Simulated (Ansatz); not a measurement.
# A hypothetical structure for Mg3As, part 2 of 2

This structure for Mg3As is made up. Its elements were placed in a known structure type with a cell scaled to their sizes. What cell does the guess relax to, and how far off was it?

Ansatz 0.2.0; DFT, r2SCAN, plane-wave PAW, files of the set soft_1, scalar-relativistic, no spin, cell and ions relaxed at zero pressure; PAW set soft_1 (the session's first sound run).

So far: The structure; Relaxing cell and atoms. The relaxed cell has a = 5.867, c = 6.191 Å (conventional setting).

## 3. Bands of the relaxed cell

With the geometry fixed, one more self-consistent run, with a narrower smearing and the mesh shown in its input, gives the bands, and its pressure, and its forces where symmetry allows any, show how far the geometry depends on these settings.

This step: DFT, r2SCAN, plane-wave PAW, files of the set soft_1, scalar-relativistic, no spin, bands and density of states at the relaxed cell; PAW set soft_1 (Ansatz 0.2.0).

input.yaml

```yaml
crystal:
  lattice:
    - [5.8672631686, 0.0, 0.0]
    - [-2.9336315843, 5.0811989547, 0.0]
    - [0.0, 0.0, 6.1913342296]
  atoms:
    - { symbol: As, position: [0.0, 0.0, 0.0] }
    - { symbol: As, position: [0.0, 0.0, 0.5] }
    - { symbol: Mg, position: [0.3768652123, 0.0, 0.25] }
    - { symbol: Mg, position: [0.3768652123, 0.3768652123, 0.75] }
    - { symbol: Mg, position: [0.6231347877, 0.0, 0.75] }
    - { symbol: Mg, position: [0.6231347877, 0.6231347877, 0.25] }
    - { symbol: Mg, position: [0.0, 0.3768652123, 0.25] }
    - { symbol: Mg, position: [0.0, 0.6231347877, 0.75] }
kpoints:
  mp_grid: { grid: [6, 6, 6] }
  band_path:
    path:
      - [[0.0, 0.0, 0.0], [0.5, 0.0, 0.0], [0.33333333, 0.33333333, 0.0], [0.0, 0.0, 0.0], [0.0, 0.0, 0.5], [0.5, 0.0, 0.5], [0.33333333, 0.33333333, 0.5], [0.0, 0.0, 0.5]]
      - [[0.5, 0.0, 0.5], [0.5, 0.0, 0.0]]
      - [[0.33333333, 0.33333333, 0.0], [0.33333333, 0.33333333, 0.5]]
    npoints: 8
scf:
  occupations: { method: fermi_dirac, width: 0.03 }
  n_extra_bands: 12
hamiltonian:
  xc: r2scan
  pseudopotentials: { kind: paw, azcp: { folder: soft_1 } }
output:
  forces: true
  stress: true
  write_bands: true
  dos: { projected: true }
  write_density: true
  write_potential: true
  elf: true
  volumetric_format: npy
```

The run is started by

```bash
$ ansatz run input.yaml --threads 4 --pin off --max-ram 10240MiB --backend cpu --events-out ev --progress --plain --runs-dir out
```

Numbers of over 12 decimals in the logs are rounded to 6 here.

Output:

```text
[...]
Crystal: 8 atoms, lattice volume = 184.581 Å³
Basis set: ecut = 500 eV, 4727 PW (Γ), exchange–correlation on 180×180×192 points (64 copies of the dense FFT grid, shifted against one another)
Bands: 57, of which v1, the nominal top of the filled ones, is band 45 counted from 1 (44 counted from 0)
Symmetry: 24 space group operations
[...]
k-points: 28 of 216
[...]
SCF iter   1: F=—  HF=-21288.321970 eV  |F-HF|=—  |Δ(HF+E_count)|=         —  Δρ=3.77e-2  dr2=3.96e0  dr2_τ=2.78e-3  ethr=3.10e-3  ⟨swp⟩=7.1  Hψ=6335  notcnv=0  defer=20
[...]
SCF iter  10: F=-21287.974858 eV  HF=-21287.974858 eV  |F-HF|=7.27e-9  |Δ(HF+E_count)|=   6.83e-8  Δρ=2.79e-6  dr2=2.25e-8  dr2_τ=4.51e-11  ethr=1.11e-10  ⟨swp⟩=15.6  Hψ=11758  notcnv=0
SCF 1 converged in 10 iterations: F = -21287.974858 eV  dr2 = 2.25e-8
[...]
NSCF: frozen V_eff on 75 k-points
SCF converged after 10 iterations
Free energy (F): -21287.974858 eV
[...]
Internal energy: -21287.956473 eV  (E = F + TS)
E sigma→0 (E₀):  -21287.965665 eV
Entropy (-TS):   -0.018384 eV (-2.298 meV/atom)
Fermi energy:    6.295762 eV
[...]
--- Forces (eV/Å), atoms counted from 1 ---
  atom   1  As    -0.00000000     0.00000000     0.00000000
  atom   2  As    -0.00000000    -0.00000000     0.00000000
  atom   3  Mg    -0.11476261     0.00000000     0.00000000
  atom   4  Mg    -0.05738131    -0.09938734     0.00000000
  atom   5  Mg     0.11476261    -0.00000000     0.00000000
  atom   6  Mg     0.05738131     0.09938734     0.00000000
  atom   7  Mg     0.05738131    -0.09938734     0.00000000
  atom   8  Mg    -0.05738131     0.09938734     0.00000000
  max |Σ_I F_I| component: 5.55e-17 eV/Å
--- Stress (GPa, compression-positive) ---
       -0.376664      -0.000000       0.000000
        0.000000      -0.376664       0.000000
        0.000000       0.000000       1.329014
  P = ⅓ Tr σ = 0.1919 GPa (1.919 kbar)
--- Band table (eV; the first three rows and the last of 28) ---
  k-point 0: bands = [... 41 lower, 4.5313, 5.5517, 5.7671, 5.7671, 5.9538, 6.0133, 8.8430, 8.8916, ... 8 higher]
  k-point 1: bands = [... 41 lower, 4.2502, 4.7900, 5.6598, 5.8986, 5.8986, 7.4021, 7.8850, 8.1688, ... 8 higher]
  k-point 2: bands = [... 41 lower, 3.6672, 3.9147, 5.9837, 6.0588, 6.2565, 6.2565, 7.2626, 7.5995, ... 8 higher]
  k-point 27: bands = [... 41 lower, 4.2355, 5.9067, 5.9067, 5.9067, 5.9067, 7.2544, 7.2544, 10.1996, ... 8 higher]
```

Elapsed: 12 s, on 4 threads of Intel Xeon Platinum 8488C (Sapphire Rapids), shared host; peak memory 1.3 GiB; 46 s of CPU time.

Numbers from this step:

```
free energy             : -21287.9749 eV
energy at zero smearing : -21287.9657 eV
smearing term TS        : 0.01838 eV
Fermi energy            : 6.296 eV
pressure                : 0.1919 GPa
```

bands.tsv at the labelled points (eV, zero at the Fermi level; the bands that come nearest the Fermi level along the path):

```tsv
point	band 42	band 43	band 44	band 45	band 46	band 47	band 48	band 49
Γ	-1.76	-0.74	-0.53	-0.53	-0.34	-0.28	2.55	2.60
M	-1.99	-1.20	-0.32	0.72	0.86	1.56	1.98	2.07
K	-1.23	-1.23	-0.63	-0.63	-0.10	2.29	2.29	2.64
Γ	-1.76	-0.74	-0.53	-0.53	-0.34	-0.28	2.55	2.60
A	-3.22	-1.96	-1.96	0.22	0.22	0.53	0.53	0.53
L	-2.42	-1.85	-1.85	0.28	0.28	2.47	2.47	3.34
H	-2.06	-0.39	-0.39	-0.39	-0.39	0.96	0.96	3.90
A	-3.22	-1.96	-1.96	0.22	0.22	0.53	0.53	0.53
L	-2.42	-1.85	-1.85	0.28	0.28	2.47	2.47	3.34
M	-1.99	-1.20	-0.32	0.72	0.86	1.56	1.98	2.07
K	-1.23	-1.23	-0.63	-0.63	-0.10	2.29	2.29	2.64
H	-2.06	-0.39	-0.39	-0.39	-0.39	0.96	0.96	3.90
```

States per cell as run, both spins, in windows of 1 eV, from dos.tsv (zero at the Fermi level):

```
from  to  total
  -8  -7   0.00
  -7  -6   0.01
  -6  -5   2.32
  -5  -4   3.23
  -4  -3   2.57
  -3  -2   3.56
  -2  -1   2.34
  -1   0   3.92
   0   1   2.18
   1   2   3.73
   2   3   3.74
   3   4   4.12
   4   5   4.25
```

Below -8 eV lie 72.0 more states.

Force by atom:

| atom | x (eV/Å) | y (eV/Å) | z (eV/Å) | size |
| --- | --- | --- | --- | --- |
| As1 | 0.000 | 0.000 | 0.000 | 0.000 |
| As2 | 0.000 | 0.000 | 0.000 | 0.000 |
| Mg3 | -0.115 | 0.000 | 0.000 | 0.115 |
| Mg4 | -0.057 | -0.099 | 0.000 | 0.115 |
| Mg5 | 0.115 | 0.000 | 0.000 | 0.115 |
| Mg6 | 0.057 | 0.099 | 0.000 | 0.115 |
| Mg7 | 0.057 | -0.099 | 0.000 | 0.115 |
| Mg8 | -0.057 | 0.099 | 0.000 | 0.115 |

ELF in the ac plane at fractional y = 0.000, with atoms of As and Mg within 0.2 Å of it. It is the smooth field of the valence electrons, not physical close to the nuclei.

Ten even steps from '_' (0.06) to '@' (0.73), each cell a mean:
```
..==%%@@**--------....==%%@@##::
**%%%%##==::----________++@@@@##
####**==::::==..__----::..**####
====--::..--==__::::..--__::====
****==--::::==__..------__--****
##%%%%**--::--::__....__::%%%%%%
--**@@%%++------..____::##@@%%==
__--%%@@##--::----::::++%%@@##..
..==@@@@##::..::----::==##@@##::
**%%@@%%::______..------**%%%%##
######--__----::__----::--++####
====--__::::..--__::==::..::====
****++....--::--__::--::::==++**
##%%@@**__..::____----::==##%%%%
--**@@@@++..____::--::--##@@%%==
__--%%@@##--::--==----++%%@@**..
```
Columns run along a (5.9 Å), rows up along c (6.2 Å). Atoms in or near the plane, at fractional coordinates: As at (0.00, 0.00), As at (0.00, 0.50), Mg at (0.38, 0.25), Mg at (0.62, 0.75).

Valence density in the ac plane at fractional y = 0.000, with atoms of As and Mg within 0.2 Å of it. It is the smooth field of the valence electrons, not physical close to the nuclei.

Values in e/Å³, 16 rows by 16 columns, each cell a mean:
```
20  5  1  0  0  0  0  0  0  0  0  0  0  0  2 12
 2  1  0  0  0  0  0  0  0  0  0  0  0  0  1  1
 0  0  0  0  0  0  0  0  0  4  6  2  0  0  0  0
 0  0  0  0  0  0  0  0  2 16 22  7  0  0  0  0
 0  0  0  0  0  0  0  0  1 10 14  4  0  0  0  0
 1  1  0  0  0  0  0  0  0  1  1  0  0  0  0  1
 8  2  1  0  0  0  0  0  0  0  0  0  0  0  1  5
33  8  1  0  0  0  0  0  0  0  0  0  0  0  2 19
20  5  1  0  0  0  0  0  0  0  0  0  0  0  2 12
 2  1  0  0  0  0  0  0  0  0  0  0  0  0  1  1
 0  0  0  0  0  4  6  2  0  0  0  0  0  0  0  0
 0  0  0  0  2 14 23  7  0  0  0  0  0  0  0  0
 0  0  0  0  1  9 15  4  0  0  0  0  0  0  0  0
 1  1  0  0  0  1  1  0  0  0  0  0  0  0  0  1
 7  2  1  0  0  0  0  0  0  0  0  0  0  0  1  4
34  9  1  0  0  0  0  0  0  0  0  0  0  0  2 20
```
Columns run along a (5.9 Å), rows up along c (6.2 Å). Atoms in or near the plane, at fractional coordinates: As at (0.00, 0.00), As at (0.00, 0.50), Mg at (0.38, 0.25), Mg at (0.62, 0.75).

Electrostatic potential energy in the ac plane at fractional y = 0.000, with atoms of As and Mg within 0.2 Å of it. With pseudopotentials it is smooth inside the atoms' cores, unlike the true potential.

Ten even steps from '0' (-64 eV) to '9' (17 eV), each cell a mean:
```
9868898888888769
7678998887778876
7888988862147888
8888888740016888
8888988850037888
6788988875568877
8778998888888767
9868888888888779
9868888888898769
7678877788898876
7888631478899887
8888400168889888
8888510278889888
6788754688898877
8778888888898867
9868888888888779
```
Columns run along a (5.9 Å; values clipped at the 3rd and 97th percentile), rows up along c (6.2 Å). Atoms in or near the plane, at fractional coordinates: As at (0.00, 0.00), As at (0.00, 0.50), Mg at (0.38, 0.25), Mg at (0.62, 0.75).

## 4. What came out

| Quantity | Value |
| --- | --- |
| space group, relaxed | P6_3/mcm |
| conventional cell | a = 5.867, b = 5.867, c = 6.191 Å; α = 90.0°, β = 90.0°, γ = 120.0° |
| volume per atom | 23.07 Å³ (guess 23.72) |

What this shows: Mg3As relaxes to P6_3/mcm with a = 5.867, b = 5.867 and c = 6.191 Å. The guessed volume was 3 % too large. The space group P6_3/mcm was held in the relaxation, so the end point is a stationary structure within it and may be a saddle against distortions or other arrangements. Bands cross the Fermi level, so it is a metal or semimetal at this level. On the 6×6×6 mesh with the narrower smearing (relaxed on 5×5×5) the largest force component is 0.115 eV/Å and the largest stress component is 1.329 GPa, against the relaxation's thresholds of 0.015 eV/Å and 0.05 GPa. The cutoff wasn't tested. A vector of the cell changed its length by 9 %, more than the volume shows. No dispersion term is used, so weakly bound directions may come out too long. Nothing here tests whether the compound is stable against decomposition.

[Logs are printed without paths, hosts, clocks, repeated set-up lines and the standing remarks that a program may print on its own settings, such as how far it seeks lower states.]

[Hosts, paths, dates, database ids (printed as entryN), source tags and the programs' standing remarks are cut or masked in the printed files.]
